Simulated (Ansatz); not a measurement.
Planning a run of Ansatz 0.2.0 on In2O3 (R-3c). The input:

```yaml
crystal:
  lattice:
    - [2.7435, 1.5839604635, 4.8366666667]
    - [-2.7435, 1.5839604635, 4.8366666667]
    - [0.0, -3.167920927, 4.8366666667]
  atoms:
    - { symbol: In, position: [0.35731, 0.35731, 0.35731] }
    - { symbol: In, position: [0.14269, 0.14269, 0.14269] }
    - { symbol: In, position: [0.64269, 0.64269, 0.64269] }
    - { symbol: In, position: [0.85731, 0.85731, 0.85731] }
    - { symbol: O, position: [0.548, 0.952, 0.25] }
    - { symbol: O, position: [0.25, 0.548, 0.952] }
    - { symbol: O, position: [0.952, 0.25, 0.548] }
    - { symbol: O, position: [0.452, 0.048, 0.75] }
    - { symbol: O, position: [0.75, 0.452, 0.048] }
    - { symbol: O, position: [0.048, 0.75, 0.452] }
kpoints:
  mp_grid: { grid: [4, 4, 4] }
  band_path:
    path:
      - [0.0, 0.0, 0.0]
      - [0.5, 0.5, 0.5]
      - [0.76183349, 0.23816651, 0.5]
      - [0.5, -0.23816651, 0.23816651]
      - [0.5, 0.0, 0.0]
      - [0.36908326, -0.36908326, 0.0]
      - [0.63091674, 0.0, 0.36908326]
      - [0.5, 0.0, 0.5]
      - [0.3, 0.0, 0.0]
    npoints: 1
hamiltonian:
  xc: hse06
scf:
  occupations: { method: fixed }
  n_extra_bands: 14
magnetization:
  noncollinear: true
  spin_orbit: true
output:
  eigenvalues: true
```

```sh
ansatz run input.yaml --threads 8 --pin off --max-ram 55296MiB --backend cuda --events-out ev --progress --plain --runs-dir out --devices 1 --max-vram 24GiB  # rebuilt from the run's record
```

Q: How long will it take on 1 × NVIDIA H100 80GB HBM3 with 8 threads of AMD EPYC 7R13 (Zen 3), shared host, and how much memory?

It took 70 s; on shared hardware allow 35 s to 2.3 min. Peak host memory was 3.4 GiB. The sizes that set the cost: 2453 plane waves a state, 13 irreducible k points and 13 SCF cycles.

Exact exchange couples every pair of k points and filled bands, so it costs far more than a semilocal run.

[Paths, hosts, dates, memory and timing lines, banners, echoed tables and standing remarks are left out of the program output.]

[Logs are printed without paths, hosts, clocks, repeated set-up lines and the standing remarks that a program may print on its own settings, such as how far it seeks lower states.]

[Runs of the session that timed out or met a known fault of the program may be left out.]

[Cells called generated may have been cut or substituted from an entry of the Crystallography Open Database or the Materials Project.]

[Hosts, paths, dates, database ids (printed as entryN), source tags and the programs' standing remarks are cut or masked in the printed files.]
